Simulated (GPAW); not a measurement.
# Optical response of ZnS (Wurtzite-2H), part 2 of 2

Aim: the dielectric function of ZnS (Wurtzite-2H), and the optical constants that follow from it. The cell comes from an older database entry, whose edges can differ from later determinations, mostly by under a per cent.

GPAW 26.7.0; DFT, LDA, plane-wave PAW (GPAW data sets), scalar-relativistic, RPA, optical limit.

So far. Step 2 (Ground state): There is a gap, 1.99 eV on this mesh (points off the mesh can give less), so no carriers' term is needed.

The database entry behind the starting cell differs from later determinations by our own check (about 0.4 % short), so it need not match the best structure at ambient conditions.

## 4. Dielectric function, RPA (continued)

Some rows of df_x.csv (energy; Re and Im without local fields; Re and Im with them):

```text
0.000000, 6.573468, 0.000000, 5.932581, 0.000000
0.651243, 6.662933, 0.042871, 6.016072, 0.040148
1.347938, 7.007209, 0.118663, 6.341983, 0.114056
2.095014, 7.441392, 0.625914, 6.718327, 0.646242
2.898142, 8.311119, 1.074565, 7.467382, 1.110309
3.763875, 9.675312, 3.393341, 8.524302, 3.437882
4.699832, 9.431848, 7.343916, 7.568217, 6.989321
5.714917, 3.148682, 10.478241, 2.037771, 8.567622
6.819608, -0.669132, 10.659306, 0.472732, 7.763658
8.026317, -1.577533, 5.430083, -0.517620, 4.141805
9.349861, -2.101200, 3.013914, -1.248170, 2.927169
10.808071, -2.006154, 1.917159, -1.360626, 2.288888
12.422601, -1.123341, 1.153388, -0.845222, 1.370970
14.220012, -0.563890, 0.749123, -0.358899, 0.840828
16.233242, -0.140175, 0.470561, 0.029246, 0.483495
18.503643, 0.083239, 0.363694, 0.270505, 0.475914
21.083856, 0.272905, 0.210146, 0.346311, 0.322696
24.041937, 0.421723, 0.116369, 0.443850, 0.241480
27.467452, 0.570076, 0.091882, 0.566152, 0.188798
```

The Im ε has structure finer than the step of the table below, so its rows give means over 1 eV, whole bins alone (the curve runs from 0 to 28.2 eV). Peaks (eV: height): E ∥ x 5.2: 9.85, 6.5: 7.99; E ∥ z 4.7: 10.1, 5.3: 10.8, 6.9: 7.41.

Values under the direct gap are tails of Lorentzian lines. The Im ε by photon energy; means over each step:

```tsv
photon energy (eV)	E ∥ x	E ∥ z
1	0.0748	0.0811
2	0.492	0.553
3	1.62	1.68
4	4.09	3.97
5	7.97	9.63
6	7.34	6.49
7	6.81	6.45
8	4.62	4.61
9	3.83	3.48
10	2.92	2.78
11	2.19	2.11
12	1.61	1.47
13	1.18	1.10
14	0.847	0.950
15	0.669	0.770
16	0.518	0.604
17	0.481	0.509
18	0.438	0.409
19	0.448	0.415
20	0.395	0.416
21	0.338	0.323
22	0.307	0.313
23	0.293	0.282
24	0.250	0.236
25	0.227	0.244
26	0.202	0.220
27	0.195	0.213
```

Re ε against photon energy:

```tsv
photon energy (eV)	E ∥ x	E ∥ z
0	5.93	6.01
1	6.14	6.23
2	6.83	6.90
3	7.91	7.61
4	8.11	8.50
5	7.78	5.62
6	2.01	0.827
7	-0.602	-0.164
8	-0.579	-0.245
9	-1.40	-1.23
10	-0.668	-0.602
11	-1.14	-0.859
12	-0.942	-0.752
13	-0.676	-0.567
14	-0.392	-0.381
15	-0.270	-0.181
16	-0.0606	-0.0847
17	0.0991	0.0607
18	0.238	0.217
19	0.274	0.314
20	0.322	0.321
21	0.338	0.353
22	0.427	0.420
23	0.434	0.440
24	0.444	0.474
25	0.506	0.547
26	0.537	0.531
27	0.569	0.587
28	0.589	0.580
```

The reflectivity at normal incidence has structure finer than the step of the table below, so its rows give means over 1 eV, whole bins alone (the curve runs from 0 to 28.2 eV). Peaks (eV: height): E ∥ x 5.2: 35.9, 6.9: 38.1, 9.2: 38.4, 10.8: 38.8, 13.6: 36.6; E ∥ z 5.3: 39.1, 7.0: 37.1, 8.8: 37.7, 10.7: 38.2, 11.5: 36.8.

Table of reflectivity at normal incidence by photon energy; means over each step:

```tsv
photon energy (eV)	E ∥ x (%)	E ∥ z (%)
1	18.1	18.4
2	20.2	20.6
3	22.7	22.7
4	27.4	28.3
5	32.6	36.2
6	31.9	31.3
7	35.9	34.4
8	32.1	32.9
9	36.7	35.0
10	30.8	30.2
11	36.9	35.2
12	34.9	33.3
13	34.7	31.2
14	31.6	26.5
15	28.9	24.3
16	22.2	21.7
17	15.7	17.4
18	10.8	12.0
19	9.52	8.42
20	8.12	8.15
21	7.13	6.74
22	5.29	5.14
23	4.66	4.52
24	4.17	3.63
25	3.26	2.78
26	2.76	2.75
27	2.34	2.18
```

Values under the direct gap are tails of Lorentzian lines. Table of Im ε, E ∥ x by photon energy; read off at these points:

```tsv
photon energy (eV)	without local fields	with local fields
0.00	0	0
0.50	0.0320	0.0299
1.00	0.0728	0.0688
1.50	0.152	0.148
2.00	0.695	0.722
2.50	0.964	1.00
3.00	1.29	1.34
3.50	2.08	2.12
4.00	3.87	3.92
4.50	6.67	6.36
5.00	8.95	7.81
5.17	11.4	9.84
5.50	10.4	8.54
6.00	7.82	6.00
6.50	11.6	7.99
7.00	8.89	6.77
7.50	7.07	5.49
8.00	5.47	4.20
8.50	5.97	5.04
9.00	3.88	3.84
9.50	2.99	2.73
10.00	3.12	2.93
10.50	2.62	2.99
11.00	1.82	2.08
11.50	1.60	1.82
12.00	1.33	1.62
12.50	1.14	1.34
13.00	1.08	1.26
13.50	0.802	0.971
14.00	0.756	0.833
14.50	0.705	0.811
15.00	0.583	0.654
15.50	0.542	0.588
16.00	0.446	0.483
16.50	0.476	0.513
17.00	0.435	0.481
17.50	0.372	0.445
18.00	0.361	0.423
18.50	0.364	0.476
19.00	0.346	0.455
19.50	0.314	0.411
20.00	0.297	0.386
20.50	0.244	0.384
21.00	0.210	0.331
21.50	0.215	0.311
22.00	0.213	0.309
22.50	0.194	0.297
23.00	0.175	0.295
23.50	0.156	0.282
24.00	0.118	0.248
24.50	0.126	0.229
25.00	0.119	0.228
25.50	0.114	0.217
26.00	0.100	0.200
26.50	0.0934	0.195
27.00	0.0968	0.198
27.50	0.0918	0.188
28.00	0.0936	0.179
```

Values under the direct gap are tails of Lorentzian lines. Loss function −Im 1/ε at q → 0 against energy loss; read off at these points:

```tsv
energy loss (eV)	E ∥ x	E ∥ z
0.0	0	0
1.0	0.00182	0.00190
2.0	0.0153	0.0170
3.0	0.0208	0.0194
4.0	0.0484	0.0446
5.0	0.0642	0.0810
6.0	0.150	0.178
7.0	0.147	0.141
8.0	0.234	0.224
9.0	0.230	0.265
10.0	0.325	0.338
11.0	0.370	0.412
12.0	0.461	0.554
13.0	0.615	0.711
14.0	0.983	0.892
15.0	1.31	1.23
16.0	2.04	1.62
16.1	2.10	1.67
17.0	2.00	1.87
17.5	2.01	2.25
18.0	1.80	1.96
19.0	1.61	1.54
20.0	1.53	1.50
21.0	1.48	1.40
22.0	1.11	1.14
23.0	1.07	1.02
24.0	0.959	0.816
25.0	0.741	0.674
26.0	0.609	0.653
27.0	0.546	0.547
28.0	0.473	0.534
```

From ε follow the optical constants at some laser and lamp lines:

```tsv
wavelength (nm)	n x	k x	R (%) x	1/α x	n z	k z	R (%) z	1/α z
800	2.55	0.032	19.1	2.0 µm	2.58	0.036	19.5	1.8 µm
633	2.63	0.127	20.3	397 nm	2.65	0.149	20.5	339 nm
532	2.68	0.104	21.0	409 nm	2.72	0.113	21.4	375 nm
405	2.86	0.289	23.6	112 nm	2.82	0.232	22.9	139 nm
365	2.85	0.334	23.6	87 nm	2.88	0.336	24.0	86 nm
308	2.92	0.660	26.0	37 nm	2.98	0.640	26.6	38 nm
193	2.32	1.662	32.7	9.2 nm	2.13	1.534	29.9	10 nm
```

Below the direct gap, k and the depth come from the tails of the Lorentzian lines, not from transitions.

Rows near the edge hang on the gap, which this functional as a rule makes too small, and phonon-assisted absorption is left out.

At 1064 nm the birefringence n(z) − n(x) is +0.020: the crystal is uniaxial positive at this level.

## 5. Outcome

* electronic dielectric constant ε∞, mean over x, y and z (by symmetry where fewer were run) (RPA): 5.96
* main peak of Im epsilon, first axis: 5.19 eV
* centre of weight of the strongest loss peak in the window, first axis: 18.0 eV

In words: At this level (LDA, RPA) ZnS has a mean ε∞ = 5.96 and n = 2.46 at 1550 nm (E ∥ x), and Im ε peaks at 5.2 eV (E ∥ x). On the mesh the gap is 1.99 eV and the least direct gap 1.99 eV. Local fields change the static value along x from 6.57 to 5.93 (-10 %). Distinct maxima of Im ε, read by a parabola through the highest points, lie at 2.67 eV (1.6), 5.19 eV (9.9), 6.51 eV (8.0) and 8.54 eV (5.1) for E ∥ x. The static values by axis are 5.93 (x), 6.01 (z). At 1064 nm the birefringence n(z) − n(x) is +0.020: the crystal is uniaxial positive at this level. Excitons and phonon-assisted transitions are missing; LDA gaps are as a rule too small, which pulls the onset down and ε∞ up. The sum runs over mesh points, so small or evenly spaced maxima can still be ripples of the mesh. The curves end at 28 eV, about where the summed bands run out. The mesh misses the corner K of the hexagonal zone, so gaps read from it can be too wide where band edges lie there. In this version of GPAW the matrix elements of the optical limit are incomplete, which can lower ε − 1 by up to a tenth where first-row anions or d states rule, and shift it by more in d metals.

[Machine, clock and banner lines and Python warnings are left out of the logs.]

[Logs are printed without paths, hosts, clocks, repeated set-up lines and the standing remarks that a program may print on its own settings, such as how far it seeks lower states.]

[Hosts, paths, dates, database ids (printed as entryN), source tags and the programs' standing remarks are cut or masked in the printed files.]
